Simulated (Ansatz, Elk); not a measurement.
## Bonding as seen by X-rays: BiIr2Pb2

Structure refinements treat a crystal as free atoms side by side. For a made-up structure of BiIr2Pb2 (cell and positions from a r2SCAN relaxation) the runs below show what the calculated density changes in F(hkl).

Calculated with Elk 11.2.3 (patched build); DFT, PBE, all-electron APW+lo, Dirac cores, scalar-relativistic bands, static density, no spin.

The structure was built from a prototype and need not be the compound's stable phase.

## Step 1: The structure

The structure is tetragonal, space group I4/mmm (No. 139). The conventional cell has a = 4.550 Å, b = 4.550 Å, c = 11.432 Å, α = 90.00°, β = 90.00°, γ = 90.00°. Nearest to Bi lie 8 Pb at 3.52 Å and 8 Ir at 3.65 Å. Pb has 4 Ir at 2.68 Å and 1 Pb at 2.88 Å and 4 Bi at 3.52 Å nearest. Ir has 4 Pb at 2.68 Å and 4 Ir at 3.22 Å and 4 Bi at 3.65 Å nearest. Farther neighbours are not listed.

## Step 2: Ground state and structure factors

An all-electron density is needed, since X-rays see the cores too. Task 0 finds the density and task 195 Fourier-transforms it; tshift is off so that phases refer to the origin typed.

File elk.in:

```
tasks
  0
  195

xctype
  20

spinpol
  .false.

rgkmax
  7.0

gmaxvr
  14.0

lmaxo
  7

lmaxapw
  8

swidth
  0.002

tshift
  .false.

ramdisk
  .false.

hmaxvr
  5.5

maxscl
  120

epspot
  1e-06

sppath
  './'

avec
  -4.29897546175 4.29897546175 10.80205005277
  4.29897546175 -4.29897546175 10.80205005277
  4.29897546175 4.29897546175 -10.80205005277

atoms
  3
  'Bi.in'
  1
  0.0000000000 -0.0000000000 -0.0000000000   0.000000 0.000000 0.000000
  'Pb.in'
  2
  0.6258166009 0.6258166009 0.0000000000   0.000000 0.000000 0.000000
  0.3741833991 0.3741833991 0.0000000000   0.000000 0.000000 0.000000
  'Ir.in'
  2
  0.2500000000 0.7500000000 0.5000000000   0.000000 0.000000 0.000000
  0.7500000000 0.2500000000 0.5000000000   0.000000 0.000000 0.000000

ngridk
  7 7 7
```

Started as:

```bash
$ OMP_NUM_THREADS=4 elk
```

Numbers of over 12 decimals in the logs are rounded to 6 here.

Output:

```text
┌─────────────────────────┐
│ Elk code version 11.2.3 │
└─────────────────────────┘

All units are atomic (Hartree, Bohr, etc.)

┌─────────────────────────────────────────────────┐
│ Ground-state run starting from atomic densities │
└─────────────────────────────────────────────────┘

Lattice vectors :
  -4.298975462       4.298975462       10.80205005
   4.298975462      -4.298975462       10.80205005
   4.298975462       4.298975462      -10.80205005

Reciprocal lattice vectors :
 -0.4770162127E-17  0.7307770611      0.2908330028
  0.7307770611     -0.4770162127E-17  0.2908330028
  0.7307770611      0.7307770611     -0.1774765179E-17

Unit cell volume      :    798.5389586
Brillouin zone volume :   0.3106300711

Muffin-tin inner radius fraction :   0.1000000000E-01

Nuclei treated as point charges

Species : 1 (Bi)
 parameters loaded from : Bi.in
 name : bismuth
 nuclear charge    :   -83.00000000
 electronic charge :    83.00000000
 atomic mass :    380947.9285
 muffin-tin radius :    2.800000000
 number of radial points in muffin-tin :   1393
 inner part over the whole radius :   0.9976520004E-02
 number on inner part of muffin-tin    :   1001
 approximate nuclear radius :   0.1052171418E-03
 number of mesh points to nuclear radius :    526
 atomic positions (lattice), magnetic fields (Cartesian) :
  1 :   0.00000000  0.00000000  0.00000000    0.00000000  0.00000000  0.00000000

Species : 2 (Pb)
 parameters loaded from : Pb.in
 name : lead
 nuclear charge    :   -82.00000000
 electronic charge :    82.00000000
 atomic mass :    377702.4943
 muffin-tin radius :    2.508721798
 number of radial points in muffin-tin :   1393
 inner part over the whole radius :   0.9952882440E-02
 number on inner part of muffin-tin    :    998
 approximate nuclear radius :   0.1047603524E-03
 number of mesh points to nuclear radius :    529
 atomic positions (lattice), magnetic fields (Cartesian) :
  1 :  -0.37418340 -0.37418340  0.00000000    0.00000000  0.00000000  0.00000000
  2 :   0.37418340  0.37418340  0.00000000    0.00000000  0.00000000  0.00000000

Species : 3 (Ir)
 parameters loaded from : Ir.in
 name : iridium
 nuclear charge    :   -77.00000000
 electronic charge :    77.00000000
 atomic mass :    350390.1562
 muffin-tin radius :    2.508721798
 number of radial points in muffin-tin :   1393
 inner part over the whole radius :   0.9925829619E-02
 number on inner part of muffin-tin    :    997
 approximate nuclear radius :   0.1024342351E-03
 number of mesh points to nuclear radius :    525
 atomic positions (lattice), magnetic fields (Cartesian) :
  1 :   0.25000000 -0.25000000  0.50000000    0.00000000  0.00000000  0.00000000
  2 :  -0.25000000  0.25000000  0.50000000    0.00000000  0.00000000  0.00000000

Total number of atoms per unit cell :    5
Total muffin-tin volume :    356.5013144
 ratio of muffin-tin to unit cell volume :   0.4464419808

Spin treatment :
 spin-unpolarised

Number of Bravais lattice symmetries :   16
Number of crystal symmetries         :   16
Crystal has inversion symmetry
Real symmetric eigensolver will be used

k-point grid :      7     7     7
k-point offset :    0.000000000       0.000000000       0.000000000
k-point set is reduced with full crystal symmetry group
Total number of k-points :       40

Muffin-tin radius times maximum |G+k| :    7.000000000
 using average radius
Maximum |G+k| for APW functions       :    2.726942549
Maximum (1/2)|G+k|²                   :    3.718107834
Maximum |G| for potential and density :    14.00000000
Constant for pseudocharge density :   10
 order of it for each species :   17  17  17
 order of it for pair densities of each species (exact exchange by exxq0 0: 18) :   12   9   9
Radial integration step length :    1

G-vector grid sizes :     56    56    56
Number of G-vectors :    37017

Maximum angular momentum used for
 APW functions            :    8
 outer part of muffin-tin :    7
 inner part of muffin-tin :    2

Total nuclear charge    :   -401.0000000
[...]
Density of states at Fermi energy :    105.4762610
 (states/Hartree/unit cell)

Estimated indirect band gap :   0.1239085127E-02
 from k-point 15 to k-point 14
Estimated direct band gap   :   0.9808564505E-02
 at k-point 24

Charges :
 core                        :    300.0000000
 valence                     :    101.0000000
 interstitial                :    9.155476792
 muffin-tins (core leakage)
  species : 1 (Bi)
   atom 1                    :    80.30171573     (  0.6902945758E-03)
  species : 2 (Pb)
[...]
species : 3 (Ir)
[...]
total in muffin-tins        :    391.8445232
 total calculated charge     :    400.9864628
 total charge                :    401.0000000
 error                       :   0.1353721105E-01

RMS change in Kohn-Sham potential (target) :   0.2763291618     (  0.1000000000E-05)
Absolute change in total energy (target)   :   0.9813979588     (  0.1000000000E-03)

[... loops 3 to 15 left out ...]

┌──────────────────┐
│ Loop number : 16 │
└──────────────────┘

Energies :
 Fermi                       :     0.295774
 sum of occupied eigenvalues :     -61177.838866749
 electron kinetic            :      114695.43482222
 core electron kinetic       :      112755.09580621
 Coulomb                     :     -211972.47974673
 Coulomb potential           :     -173415.45811236
 nuclear-nuclear             :     -8272.9043797671
 electron-nuclear            :     -234150.19769016
 Hartree                     :      30450.622323199
 Madelung                    :     -125264.75069055
 xc potential                :     -2457.8155766106
 exchange                    :     -1853.2041975594
 correlation                 :     -24.702574541687
 electron entropic           :    -0.13866666244936E-02
 total energy                :     -99154.953083274

Density of states at Fermi energy :    107.5224499
 (states/Hartree/unit cell)

Estimated indirect band gap :   0.8290605047E-03
 from k-point 27 to k-point 36
Estimated direct band gap   :   0.2803280976E-02
 at k-point 27

Charges :
 core                        :    300.0000000
 valence                     :    101.0000000
 interstitial                :    9.559561894
 muffin-tins (core leakage)
  species : 1 (Bi)
[...]
species : 2 (Pb)
[...]
species : 3 (Ir)
[...]
total in muffin-tins        :    391.4404381
 total calculated charge     :    400.9871079
 total charge                :    401.0000000
 error                       :   0.1289205132E-01

RMS change in Kohn-Sham potential (target) :   0.4176648434E-06 (  0.1000000000E-05)
Absolute change in total energy (target)   :   0.6209671847E-04 (  0.1000000000E-03)

Convergence targets achieved

┌──────────────────┐
│ Loop number : 17 │
└──────────────────┘

Energies :
 Fermi                       :     0.295774
 sum of occupied eigenvalues :     -61177.838899442
 electron kinetic            :      114695.43480469
 core electron kinetic       :      112755.09578258
 Coulomb                     :     -211972.47975727
 Coulomb potential           :     -173415.45807493
 nuclear-nuclear             :     -8272.9043797671
 electron-nuclear            :     -234150.19775059
 Hartree                     :      30450.622373089
 Madelung                    :     -125264.75071980
 xc potential                :     -2457.8156292007
 exchange                    :     -1853.2041985973
 correlation                 :     -24.702574557705
 electron entropic           :    -0.13866664086272E-02
 total energy                :     -99154.953112400

Density of states at Fermi energy :    107.5224687
 (states/Hartree/unit cell)

Estimated indirect band gap :   0.8290696512E-03
 from k-point 27 to k-point 36
Estimated direct band gap   :   0.2803314515E-02
 at k-point 27

Charges :
 core                        :    300.0000000
 valence                     :    101.0000000
 interstitial                :    9.559561481
 muffin-tins (core leakage)
  species : 1 (Bi)
[...]
species : 2 (Pb)
[...]
atom 2                    :    79.85226390     (  0.4752048519E-02)
  species : 3 (Ir)
   atom 1                    :    75.39322917     (  0.1085059141E-02)
   atom 2                    :    75.39322917     (  0.1085059141E-02)
 total in muffin-tins        :    391.4404385
 total calculated charge     :    400.9871079
 total charge                :    401.0000000
 error                       :   0.1289205143E-01

┌──────────────────────────────┐
│ Self-consistent loop stopped │
└──────────────────────────────┘

Warning : core states of species 1 leak from the muffin-tin :   0.6567525465E-03

Warning : core states of species 2 leak from the muffin-tin :   0.4752048519E-02

Warning : core states of species 3 leak from the muffin-tin :   0.1085059141E-02

Wrote STATE.OUT
```

Wall time 50 s (4 threads of Intel Xeon 6975P-C (Granite Rapids), shared host); peak memory 0.29 GiB; 2.6 min of CPU time.

SFACRHO.OUT:

```text

h k l indices transformed by vhmat matrix:
   1.000000000       0.000000000       0.000000000    
   0.000000000       1.000000000       0.000000000    
   0.000000000       0.000000000       1.000000000    

      h      k      l  multipl.   |H|            Re(F)            Im(F)           |F|

      0      0      0      1   0.0000000       401.00000      0.11741720E-16   401.00000    
      1      1     -1      2  0.58166601      -70.239037     -0.17494667E-13   70.239037    
      0      1      0      8  0.78652333      -30.291265      -0.0000000       30.291265    
     -1      1      0      4   1.0334748       82.374990      0.19739660E-16   82.374990    
      2      1     -1      8   1.1381079       175.60281      -0.0000000       175.60281    
     -2     -2      2      2   1.1633320       63.516410     -0.32656183E-13   63.516410    
     -1     -1      2      8   1.1859197       204.29485     -0.14999334E-12   204.29485    
      1     -1     -1      4   1.4615541       331.40152      0.71450457E-13   331.40152    
      2      2     -1      8   1.5560886      -190.76612      0.39993661E-13   190.76612    
      0      2     -2      8   1.5730467      -58.635809     -0.14147281E-12   58.635809    
      3      2     -2      8   1.6274615       157.33470      -0.0000000       157.33470    
     -1      2      0     16   1.6597468      -25.953890      -0.0000000       25.953890    
     -3     -3      3      2   1.7449980      -51.240560      0.44403424E-13   51.240560    
     -2     -1      0     16   1.8524120       154.77987      -0.0000000       154.77987    
     -3     -1      1      8   1.8680155       55.704402      0.29006934E-13   55.704402    
     -3     -3      2      8   2.0280750       180.49300     -0.28168825E-13   180.49300    
      2     -2      0      4   2.0669497       297.35981     -0.56831501E-16   297.35981    
     -3      1      1      8   2.1472346      -52.661618      0.11392038E-12   52.661618
```

Elk indexes on the primitive cell of elk.in and gives |H| = 4π sin θ/λ in inverse bohr. Below, one row stands for each form hkl of the conventional cell (m members, Friedel mates merged), F is for one primitive cell and the density is static (no thermal factor). Free-atom factors are Waasmaier and Kirfel's, and R is Σm||F|−|F'||/Σm|F|.

```csv
hkl,m,sin θ/λ (Å⁻¹),"abs F, DFT",neutral atoms,diff.
002,2,0.087,70.239,69.689,+0.550
101,8,0.118,30.291,30.225,+0.066
110,4,0.155,82.375,82.938,-0.563
103,8,0.171,175.603,175.831,-0.228
004,2,0.175,63.516,63.428,+0.088
112,8,0.178,204.295,204.298,-0.003
200,4,0.220,331.401,331.782,-0.381
114,8,0.234,190.766,191.247,-0.481
202,8,0.237,58.636,58.880,-0.244
105,8,0.245,157.335,157.445,-0.110
211,16,0.250,25.954,25.996,-0.042
006,2,0.262,51.241,51.707,-0.466
213,16,0.279,154.780,154.925,-0.145
204,8,0.281,55.704,55.831,-0.127
116,8,0.305,180.493,180.680,-0.187
220,4,0.311,297.360,297.498,-0.138
222,8,0.323,52.662,52.860,-0.198
107,8,0.325,27.015,27.058,-0.042
```

## Step 3: The highest occupied states alone

An energy window below the Fermi level keeps the highest occupied states, to see at which angles they scatter; shallow core shells can lie inside it and anion s states outside. No new self-consistency is needed.

elk.in, as its differences from that of step 2:

```diff
@@ -1,3 +1,2 @@
 tasks
-  0
   195
@@ -40,2 +39,5 @@
 
+wsfac
+  -0.255470 0.595770
+
 sppath
```

Started as:

```bash
$ OMP_NUM_THREADS=4 elk
```

Output:

```text
┌─────────────────────────────────┐
│ Elk code version 11.2.3 started │
└─────────────────────────────────┘

Info(readinput): the functional depends on the density's gradient
 muffin-tin radial points multiplied by    2.00000
 (not where nrmtscf is given)

┌────────────────────┐
│ Current task : 195 │
└────────────────────┘
Info(checkmt): changed muffin-tin radius of species 2 (Pb) from   2.8000 to   2.5087
Info(checkmt): changed muffin-tin radius of species 3 (Ir) from   2.8000 to   2.5087

Info(sfacrho): density structure factors written to SFACRHO.OUT

 Energy window :  -0.2554700000      0.5957700000

┌──────────────────┐
│ Elk code stopped │
└──────────────────┘
```

The job ended after 11 s (4 threads; peak memory 0.18 GiB; 17 s of CPU time).

States within 15 eV below the Fermi level hold 31.00 electrons; any levels below the window count with the cores. Their amplitudes can exceed the total, where window and core parts have opposite phase:

```csv
hkl,sin θ/λ (Å⁻¹),"abs F, window","abs F, all"
002,0.087,11.137,70.239
101,0.118,0.326,30.291
110,0.155,5.880,82.375
103,0.171,1.570,175.603
004,0.175,6.507,63.516
112,0.178,7.441,204.295
200,0.220,4.542,331.401
114,0.234,3.435,190.766
202,0.237,3.383,58.636
105,0.245,0.011,157.335
```

## Step 4: Another functional

The difference from free atoms is small, so it is set against the change that LDA (Perdew-Wang) makes.

elk.in, as its differences from that of step 3:

```diff
@@ -1,2 +1,3 @@
 tasks
+  0
   195
@@ -4,3 +5,3 @@
 xctype
-  20
+  3
 
@@ -39,5 +40,2 @@
 
-wsfac
-  -0.255470 0.595770
-
 sppath
```

Started as:

```bash
$ OMP_NUM_THREADS=4 elk
```

Output:

```text
┌─────────────────────────┐
│ Elk code version 11.2.3 │
└─────────────────────────┘

All units are atomic (Hartree, Bohr, etc.)

┌─────────────────────────────────────────────────┐
│ Ground-state run starting from atomic densities │
└─────────────────────────────────────────────────┘

Lattice vectors :
  -4.298975462       4.298975462       10.80205005
   4.298975462      -4.298975462       10.80205005
   4.298975462       4.298975462      -10.80205005

Reciprocal lattice vectors :
 -0.4770162127E-17  0.7307770611      0.2908330028
[...]
atom 2                    :    75.39536308     (  0.1078866892E-02)
 total in muffin-tins        :    391.5019408
 total calculated charge     :    400.9870132
 total charge                :    401.0000000
 error                       :   0.1298684373E-01

┌──────────────────────────────┐
│ Self-consistent loop stopped │
└──────────────────────────────┘

Warning : core states of species 1 leak from the muffin-tin :   0.6596542082E-03

Warning : core states of species 2 leak from the muffin-tin :   0.4798142369E-02

Warning : core states of species 3 leak from the muffin-tin :   0.1078866892E-02

Wrote STATE.OUT
[key lines of the parts left out:]
total energy                :     -99100.831305703
```

It took 30 s on 4 threads; peak memory 0.22 GiB.

Against the first run R = 0.01 %; the largest change is -0.048 at 220.

## Step 5: Basis size

A smaller basis shows how fast F responds to it; the change is likely larger than the basis error of the first run, but doesn't show convergence.

elk.in, as its differences from that of step 4:

```diff
@@ -5,3 +5,3 @@
 xctype
-  3
+  20
 
@@ -11,3 +11,3 @@
 rgkmax
-  7.0
+  5.5
```

Started as:

```bash
$ OMP_NUM_THREADS=4 elk
```

Output:

```text
┌─────────────────────────┐
│ Elk code version 11.2.3 │
└─────────────────────────┘

All units are atomic (Hartree, Bohr, etc.)

┌─────────────────────────────────────────────────┐
│ Ground-state run starting from atomic densities │
└─────────────────────────────────────────────────┘

Lattice vectors :
  -4.298975462       4.298975462       10.80205005
   4.298975462      -4.298975462       10.80205005
   4.298975462       4.298975462      -10.80205005

Reciprocal lattice vectors :
 -0.4770162127E-17  0.7307770611      0.2908330028
[...]
atom 2                    :    75.25239753     (  0.1075021670E-02)
 total in muffin-tins        :    391.0293456
 total calculated charge     :    400.9868031
 total charge                :    401.0000000
 error                       :   0.1319685733E-01

┌──────────────────────────────┐
│ Self-consistent loop stopped │
└──────────────────────────────┘

Warning : core states of species 1 leak from the muffin-tin :   0.6584437048E-03

Warning : core states of species 2 leak from the muffin-tin :   0.4798005160E-02

Warning : core states of species 3 leak from the muffin-tin :   0.1075021670E-02

Wrote STATE.OUT
[key lines of the parts left out:]
total energy                :     -99154.479762274
```

Wall time 50 s (4 threads); peak memory 0.27 GiB; 2.6 min of CPU time.

Against the first run R = 0.03 %; the largest change is +0.261 at 008.

## Step 6: Settings against the effect

```csv
run,R against the first run (%),"R against neutral atoms, low angle (%)",wall time
"PBE, rgkmax 7",0.00,0.16,50 s
LDA (Perdew-Wang),0.01,0.16,30 s
rgkmax 5.5,0.03,0.16,50 s
```

## Step 7: Results

| Property | Result |
| --- | --- |
| R against neutral atoms, sin θ/λ < 0.3 Å⁻¹ | 0.16 % |
| R against neutral atoms, 0.3 to 0.74 Å⁻¹ | 0.09 % |

What this shows: Independent neutral atoms miss the calculated amplitudes by R = 0.16 % below 0.3 Å⁻¹ and 0.09 % from there to 0.74 Å⁻¹; by shells, 0.43 % below 0.15 Å⁻¹ (2 forms), 0.15 % 0.15 to 0.3 (12 forms), 0.08 % 0.3 to 0.45 (26 forms), 0.09 % above 0.45 (109 forms). Bonding, aspherical density and the tables' own atoms all enter these figures, and the runs don't part them. The largest change of an amplitude is -0.56 electrons, at 110. The window's part falls from 31.0 electrons at the origin to at most 0.64 between 0.45 and 0.74 Å⁻¹. Below 0.3 Å⁻¹ the changes that finished (LDA (Perdew-Wang) and rgkmax 5.5) move F by R = 0.05 % at most, against the 0.16 % that separates it from free atoms. A single amplitude moves by up to 0.26 electrons, against 0.56 for the largest difference from free atoms. The k-mesh has no finished test. These runs have no spin, though d or f shells may be open. Spin-orbit coupling is left out, which can matter for elements this heavy. Part of the difference isn't bonding: the tables are fits to free atoms and ions calculated by other methods than this functional. Thermal motion, anomalous dispersion and extinction are left out.

[Logs are printed without paths, hosts, clocks, repeated set-up lines and the standing remarks that a program may print on its own settings, such as how far it seeks lower states.]

[Hosts, paths, dates, database ids (printed as entryN), source tags and the programs' standing remarks are cut or masked in the printed files.]
